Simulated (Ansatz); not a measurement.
# How fast states decay through KTlTeCl6, part 2 of 3

Aim: relax a made-up compound, KTlTeCl6, and see how good a tunnel barrier it would be. It is built by putting Tl for part of the K in the K2TeCl6 structure of space group Fm-3m, with the volume rescaled by atomic radii. The parent structure comes from the Materials Project.

Ansatz 0.2.0; LDA DFT, plane waves, PAW files (the session's first sound run).

So far. Step 2 (Cell and atoms at rest): The largest force component on a free atom ends at 0.0010 eV/Å. Step 3 (Band edges): The searched edges give 2.14 eV, as on the mesh.

The structure was built from a prototype and need not be the compound's stable phase.

## 4. Decaying states in the gap

This step: LDA DFT, plane waves, PAW files; complex bands by layer matching along the plane's normal (Ansatz 0.2.0).

The same crystal is laid in a cell whose first two vectors span the (111) plane (indices of the standard conventional cell, whose axes can be ordered otherwise than in the bulk input). At fixed energy and wavevector in the plane the solver finds all kz, real and complex. A few wavevectors are listed, (0, 0) and (-0.5, 0) in units of the plane's reciprocal vectors; the slowest state needn't be among them.

The input, input.yaml:

```yaml
crystal:
  lattice:
    - [6.906108751, 0.0, 0.0]
    - [3.453054375, 5.980865619, 0.0]
    - [0.0, 3.987243746, 5.638814182]
  atoms:
    - { symbol: Tl, position: [0.25, 0.5, 0.75] }
    - { symbol: K, position: [0.75, 0.5, 0.25] }
    - { symbol: Te, position: [0.0, 0.0, 0.0] }
    - { symbol: Cl, position: [0.7425292517, 0.5149414966, 0.7425292517] }
    - { symbol: Cl, position: [0.7425292517, 0.0, 0.7425292517] }
    - { symbol: Cl, position: [0.2574707483, 0.0, 0.7425292517] }
    - { symbol: Cl, position: [0.2574707483, 0.4850585034, 0.2574707483] }
    - { symbol: Cl, position: [0.2574707483, 0.0, 0.2574707483] }
    - { symbol: Cl, position: [0.7425292517, 0.0, 0.2574707483] }
kpoints:
  mp_grid: { grid: [6, 6, 6] }
scf:
  occupations: { method: fixed }
hamiltonian:
  xc: lda
output:
  eigenvalues: true
  transmission:
    leads: [[0, 0]]
    kpoints: [[0.0, 0.0], [-0.5, 0.0]]
    e_range: [-1.0, 3.14]
    de: 0.08
```

Run with:

```sh
$ ansatz run input.yaml --threads 2 --pin off --max-ram 4096MiB --backend cpu --events-out ev --progress --plain --runs-dir out
```

Numbers of over 12 decimals in the logs are rounded to 6 here.

Log:

```text
[...]
Crystal: 9 atoms, lattice volume = 232.908 Å³
Basis set: ecut = 420 eV, 4573 PW (Γ)
Bands: 49, of which v1, the nominal top of the filled ones, is band 40 counted from 1 (39 counted from 0)
Symmetry: 24 space group operations
[...]
k-points: 16 of 216 (time reversal used)
[...]
SCF iter   1: F=—  HF=-25743.438644 eV  |F-HF|=—  |Δ(HF+E_count)|=         —  Δρ=6.78e-3  dr2=1.23e-1  ethr=1.77e-3  ⟨swp⟩=4.4  Hψ=2929  notcnv=0  defer=103
[...]
SCF iter   7: F=-25743.398814 eV  HF=-25743.398814 eV  |F-HF|=2.92e-8  |Δ(HF+E_count)|=   8.63e-8  Δρ=3.33e-6  dr2=4.15e-8  ethr=1.25e-10  ⟨swp⟩=15.9  Hψ=4004  notcnv=0
SCF 1 converged in 7 iterations: F = -25743.398814 eV  dr2 = 4.15e-8
[...]
transmission: 9 of 18 steps passed
transmission: 18 of 18 steps passed
SCF converged after 7 iterations
Free energy (F): -25743.398814 eV
[...]
Internal energy: -25743.398814 eV  (E = F + TS)
E sigma→0 (E₀):  -25743.398814 eV
Fermi energy:    4.299374 eV
[...]
--- Band table (eV; the first three rows and the last of 16) ---
  k-point 0: bands = [... 36 lower, 2.6410, 3.3846, 3.3846, 3.3846, 6.9755, 6.9755, 6.9755, 9.0050, ... 5 higher]
  k-point 1: bands = [... 36 lower, 3.2312, 3.2743, 3.2743, 3.3177, 6.8576, 7.2212, 7.2212, 9.1285, ... 5 higher]
  k-point 2: bands = [... 36 lower, 3.0946, 3.0946, 3.1428, 3.7637, 6.5894, 7.6770, 7.6770, 8.2715, ... 5 higher]
  k-point 15: bands = [... 36 lower, 2.7026, 3.0187, 3.1933, 4.2901, 7.4361, 7.5501, 7.7405, 7.9867, ... 5 higher]
--- Transmission ---
  basis      : 361 plane waves across, 9 finite elements along
  points     : 2, as listed
  energies   : 52 from -1.000000 to 3.080000 eV about the Fermi level, 0.080000 eV apart; the leads are filled to 1.068596 eV, and channels, transmission and decay are at 1.080000 eV
  crystal 0  : Cl6Tl1Te1K1, at the sites [0, 0], period 5.6388 Å: whole cells are its period
    offset         : up to 0.0000 Å between an atom of the period and one for which it stands
    channels       : 0.000000e0 a spin
    conductance    : none, the energies end too early or step too widely for 300 K: set another output.transmission.e_range or a lower de, or, where they end at an eighth of basis.ecutwfc, a higher one
    slowest decay  : 0.2546 /Å at (-0.5000, 0.0000)
```

It took 1.8 min on 2 threads of Arm Neoverse V2, shared host; peak memory 1.3 GiB; 3 min of CPU time.

Numbers from this step:

```yaml
free_energy: -25743.3988 eV
level_to_which_the_leads_are_filled: 1.069 eV from the Fermi level
decay_constant_at_the_filling_level_zone_centre: 0.2852 Å⁻¹
decay_constant_at_the_filling_level_slowest_listed_point: 0.2546 Å⁻¹
```

K parallel (0, 0); values up to 1.5 1/Å, a degenerate pair printed once or twice; energies at which all values exceed this have no row. Table of Im kz of the slowest decaying states by energy, zero at the highest filled level on the SCF mesh:

| energy (eV) | decay 1 (Å⁻¹) | decay 2 (Å⁻¹) | decay 3 (Å⁻¹) | decay 4 (Å⁻¹) |
| --- | --- | --- | --- | --- |
| -1.00 | 0.200 | 0.371 | 0.526 | 0.571 |
| -0.76 | 0.178 | 0.221 | 0.267 | 0.405 |
| -0.60 | 0.230 | 0.231 | 0.368 | 0.425 |
| -0.36 | 0.236 | 0.274 | 0.451 | 0.465 |
| -0.20 | 0.145 | 0.229 | 0.292 | 0.465 |
| -0.04 | 0.220 | 0.305 | 0.478 | 0.538 |
| 0.04 | 0.232 | 0.310 | 0.484 | 0.537 |
| 0.20 | 0.251 | 0.317 | 0.495 | 0.537 |
| 0.44 | 0.269 | 0.324 | 0.508 | 0.535 |
| 0.60 | 0.278 | 0.326 | 0.516 | 0.532 |
| 0.84 | 0.284 | 0.325 | 0.525 | 0.528 |
| 1.08 | 0.285 | 0.319 | 0.522 | 0.531 |
| 1.24 | 0.282 | 0.313 | 0.518 | 0.535 |
| 1.48 | 0.272 | 0.300 | 0.509 | 0.538 |
| 1.64 | 0.259 | 0.289 | 0.503 | 0.540 |
| 1.88 | 0.229 | 0.265 | 0.492 | 0.541 |
| 2.04 | 0.135 | 0.245 | 0.248 | 0.484 |
| 2.28 | 0.203 | 0.241 | 0.471 | 0.538 |
| 2.44 | 0.162 | 0.231 | 0.461 | 0.536 |
| 2.68 | 0.0334 | 0.210 | 0.445 | 0.532 |
| 2.84 | 0.192 | 0.207 | 0.434 | 0.528 |
| 3.08 | 0.157 | 0.312 | 0.417 | 0.522 |

K parallel (-0.5, 0); values up to 1.5 1/Å, a degenerate pair printed once or twice; energies at which all values exceed this have no row. Table of Im kz of the slowest decaying states by energy, zero at the highest filled level on the SCF mesh:

| energy (eV) | decay 1 (Å⁻¹) | decay 2 (Å⁻¹) | decay 3 (Å⁻¹) | decay 4 (Å⁻¹) |
| --- | --- | --- | --- | --- |
| -1.00 | 0.179 | 0.205 | 0.229 | 0.291 |
| -0.84 | 0.160 | 0.213 | 0.262 | 0.341 |
| -0.68 | 0.221 | 0.254 | 0.285 | 0.378 |
| -0.52 | 0.196 | 0.232 | 0.300 | 0.305 |
| -0.36 | 0.0939 | 0.249 | 0.310 | 0.339 |
| -0.20 | 0.260 | 0.315 | 0.364 | 0.433 |
| -0.04 | 0.268 | 0.310 | 0.382 | 0.435 |
| 0.12 | 0.273 | 0.277 | 0.396 | 0.436 |
| 0.28 | 0.275 | 0.337 | 0.406 | 0.437 |
| 0.44 | 0.275 | 0.381 | 0.414 | 0.437 |
| 0.60 | 0.274 | 0.420 | 0.424 | 0.424 |
| 0.76 | 0.270 | 0.397 | 0.423 | 0.434 |
| 0.92 | 0.263 | 0.385 | 0.425 | 0.431 |
| 1.16 | 0.249 | 0.373 | 0.424 | 0.425 |
| 1.32 | 0.236 | 0.366 | 0.420 | 0.421 |
| 1.48 | 0.219 | 0.358 | 0.413 | 0.417 |
| 1.64 | 0.197 | 0.349 | 0.405 | 0.410 |
| 1.80 | 0.168 | 0.339 | 0.395 | 0.402 |
| 1.96 | 0.126 | 0.328 | 0.384 | 0.390 |
| 2.12 | 0.0406 | 0.316 | 0.371 | 0.377 |
| 2.28 | 0.302 | 0.357 | 0.359 | 0.488 |
| 2.44 | 0.285 | 0.338 | 0.340 | 0.465 |
| 2.60 | 0.267 | 0.310 | 0.321 | 0.439 |
| 2.76 | 0.244 | 0.274 | 0.298 | 0.406 |
| 2.92 | 0.217 | 0.221 | 0.270 | 0.364 |
| 3.08 | 0.130 | 0.184 | 0.237 | 0.299 |

At the listed wavevectors the last open channel is at -0.04 eV and the next at +2.20 eV on the grid. At +1.08 eV, the grid energy nearest the filling level (the middle of the gap on the SCF mesh), the slowest state at the listed wavevectors decays with κ = 0.255 Å⁻¹, its amplitude falling by e over 3.9 Å. Through 1 nm of this crystal that state's transmission falls by exp(−2 × 0.255 Å⁻¹ × 10 Å) = 0.0061.

## 5. Decay over the two-dimensional zone

The listed points could miss the slowest state, so one energy near mid-gap is solved on a mesh of 8×8.

input.yaml, as its differences from that of step 4:

```diff
@@ -23,6 +23,2 @@
   eigenvalues: true
-  transmission:
-    leads: [[0, 0]]
-    kpoints: [[0.0, 0.0], [-0.5, 0.0]]
-    e_range: [-1.0, 3.14]
-    de: 0.08
+  transmission: { leads: [[0, 0]], kmesh: [8, 8], e_range: [1.07, 1.08], de: 0.05 }
```

Log:

```text
[...]
Crystal: 9 atoms, lattice volume = 232.908 Å³
Basis set: ecut = 420 eV, 4573 PW (Γ)
Bands: 49, of which v1, the nominal top of the filled ones, is band 40 counted from 1 (39 counted from 0)
Symmetry: 24 space group operations
[...]
k-points: 16 of 216 (time reversal used)
[...]
SCF iter   1: F=—  HF=-25743.438644 eV  |F-HF|=—  |Δ(HF+E_count)|=         —  Δρ=6.78e-3  dr2=1.23e-1  ethr=1.77e-3  ⟨swp⟩=4.4  Hψ=2929  notcnv=0  defer=103
[...]
SCF iter   7: F=-25743.398814 eV  HF=-25743.398814 eV  |F-HF|=2.92e-8  |Δ(HF+E_count)|=   8.63e-8  Δρ=3.33e-6  dr2=4.15e-8  ethr=1.25e-10  ⟨swp⟩=15.9  Hψ=4004  notcnv=0
SCF 1 converged in 7 iterations: F = -25743.398814 eV  dr2 = 4.15e-8
[...]
transmission: 28 of 70 steps passed
transmission: 56 of 70 steps passed
transmission: 70 of 70 steps passed
SCF converged after 7 iterations
Free energy (F): -25743.398814 eV
[...]
Internal energy: -25743.398814 eV  (E = F + TS)
E sigma→0 (E₀):  -25743.398814 eV
Fermi energy:    4.299374 eV
[...]
--- Band table (eV; the first three rows and the last of 16) ---
  k-point 0: bands = [... 36 lower, 2.6410, 3.3846, 3.3846, 3.3846, 6.9755, 6.9755, 6.9755, 9.0050, ... 5 higher]
  k-point 1: bands = [... 36 lower, 3.2312, 3.2743, 3.2743, 3.3177, 6.8576, 7.2212, 7.2212, 9.1285, ... 5 higher]
  k-point 2: bands = [... 36 lower, 3.0946, 3.0946, 3.1428, 3.7637, 6.5894, 7.6770, 7.6770, 8.2715, ... 5 higher]
  k-point 15: bands = [... 36 lower, 2.7026, 3.0187, 3.1933, 4.2901, 7.4361, 7.5501, 7.7405, 7.9867, ... 5 higher]
--- Transmission ---
  basis      : 361 plane waves across, 7 finite elements along
  points     : 10, standing for a mesh of 8 x 8
  energies   : 1 from 1.070000 to 1.070000 eV about the Fermi level; the leads are filled to 1.068596 eV, and channels, transmission and decay are at 1.070000 eV
[...]
channels       : 0.000000e0 a spin
    conductance    : none, crystal 0 has no channel at the energies, or these end too early or step too widely for 300 K: set another output.transmission.e_range or a lower de, or, where they end at an eighth of basis.ecutwfc, a higher one
    slowest decay  : 0.2552 /Å at (0.5000, 0.0000)
```

Run time: 55 s. Hardware: 2 threads; peak memory 1.5 GiB.

This step gave:

```yaml
least_decay_constant_on_the_mesh: 0.2552 Å⁻¹
```

Slowest decay constant (1/Å; 0 where a channel is open) over k1 and k2. At 1.0700 eV from the Fermi level.

Ten even steps from '0' (0.255) to '9' (0.403):
```
29921441
89843534
22453354
01332331
24533542
84353489
21441299
02820282
```
Columns: k1 (b1) from -0.5 to 0.375; rows upwards: k2 (b2) from -0.5 to 0.375.

The least value on the mesh is 0.255 Å⁻¹ at +1.07 eV. At that energy the listed points give about 0.255 Å⁻¹ by interpolation, so the mesh holds no clearly slower state.

## 6. Band edges at another level, cutoff 500 eV

This step: r2SCAN DFT, plane waves, PAW files (Ansatz 0.2.0).

The edges again with r2SCAN, at the same atoms. Against that run the cutoff is 500 eV against 420.

The input, input.yaml:

```yaml
crystal:
  lattice:
    - [0.0, 4.8833563291, 4.8833563291]
    - [4.8833563291, 0.0, 4.8833563291]
    - [4.8833563291, 4.8833563291, 0.0]
  atoms:
    - { symbol: Tl, position: [0.75, 0.75, 0.75] }
    - { symbol: K, position: [0.25, 0.25, 0.25] }
    - { symbol: Te, position: [0.0, 0.0, 0.0] }
    - { symbol: Cl, position: [0.2574707483, 0.2574707483, 0.7425292517] }
    - { symbol: Cl, position: [0.7425292517, 0.2574707483, 0.7425292517] }
    - { symbol: Cl, position: [0.2574707483, 0.7425292517, 0.7425292517] }
    - { symbol: Cl, position: [0.7425292517, 0.7425292517, 0.2574707483] }
    - { symbol: Cl, position: [0.2574707483, 0.7425292517, 0.2574707483] }
    - { symbol: Cl, position: [0.7425292517, 0.2574707483, 0.2574707483] }
kpoints:
  mp_grid: { grid: [4, 4, 4] }
  band_path: { path: [VBM, CBM], npoints: 30 }
scf:
  occupations: { method: fixed }
hamiltonian:
  xc: r2scan
output:
  eigenvalues: true
```

Log:

```text
[...]
Crystal: 9 atoms, lattice volume = 232.908 Å³
Basis set: ecut = 500 eV, 5961 PW (Γ), exchange–correlation on 216×216×216 points (64 copies of the dense FFT grid, shifted against one another)
Bands: 49, of which v1, the nominal top of the filled ones, is band 40 counted from 1 (39 counted from 0)
Symmetry: 24 space group operations
[...]
k-points: 8 of 64 (time reversal used)
[...]
SCF iter   1: F=—  HF=-26507.587291 eV  |F-HF|=—  |Δ(HF+E_count)|=         —  Δρ=5.10e-3  dr2=5.25e-2  dr2_τ=3.22e-2  ethr=1.77e-3  ⟨swp⟩=4.1  Hψ=1508  notcnv=0  defer=50
[...]
SCF iter   7: F=-26507.624684 eV  HF=-26507.624684 eV  |F-HF|=4.29e-9  |Δ(HF+E_count)|=   1.91e-8  Δρ=2.62e-6  dr2=1.34e-8  dr2_τ=1.04e-9  ethr=1.25e-10  ⟨swp⟩=15.9  Hψ=1965  notcnv=0
SCF 1 converged in 7 iterations: F = -26507.624684 eV  dr2 = 1.34e-8
[...]
SCF converged after 7 iterations
Free energy (F): -26507.624684 eV
[...]
Internal energy: -26507.624684 eV  (E = F + TS)
E sigma→0 (E₀):  -26507.624684 eV
Fermi energy:    4.438793 eV
[...]
--- Band table (eV; the first three rows and the last of 8) ---
  k-point 0: bands = [... 36 lower, 2.8337, 3.2307, 3.2307, 3.2307, 7.4268, 7.4268, 7.4268, 9.9826, ... 5 higher]
  k-point 1: bands = [... 36 lower, 3.0348, 3.0348, 3.0870, 3.6396, 7.1847, 7.8811, 7.8811, 9.4477, ... 5 higher]
  k-point 2: bands = [... 36 lower, 2.7735, 2.8313, 2.8313, 4.1134, 6.9010, 8.3072, 8.3072, 8.4827, ... 5 higher]
  k-point 7: bands = [... 36 lower, 2.8123, 2.8242, 3.0384, 4.4281, 7.8516, 8.0405, 8.0861, 8.9583, ... 5 higher]
```

It took 49 s on 2 threads; peak memory 1 GiB; 98 s of CPU time.

This step gave:

| Quantity | Value |
| --- | --- |
| free energy | -26507.6247 eV |
| Fermi energy | 4.439 eV |
| gap on the k-mesh | 2.462 eV |
| gap on path | 2.462 eV, by band count; negative where bands overlap |
| direct gap on path | 2.788 eV |

Electronic bands along the path, in eV, zero at the Fermi level (highest filled level under fixed occupations); v1 is the highest filled band, c1 the lowest empty one:

| point | v4 | v3 | v2 | v1 | c1 | c2 | c3 | c4 |
| --- | --- | --- | --- | --- | --- | --- | --- | --- |
| VBM | -1.95 | -1.42 | -1.21 | 0.00 | 3.43 | 3.43 | 3.80 | 3.95 |
| halfway | -1.83 | -1.59 | -1.39 | -0.14 | 3.01 | 3.66 | 3.78 | 4.28 |
| CBM | -1.67 | -1.61 | -1.61 | -0.33 | 2.46 | 3.87 | 3.87 | 4.04 |

The searched edges give 2.46 eV, as on the mesh.

(Continued in part 3 of 3.)

[Logs are printed without paths, hosts, clocks, repeated set-up lines and the standing remarks that a program may print on its own settings, such as how far it seeks lower states.]

[Hosts, paths, dates, database ids (printed as entryN), source tags and the programs' standing remarks are cut or masked in the printed files.]
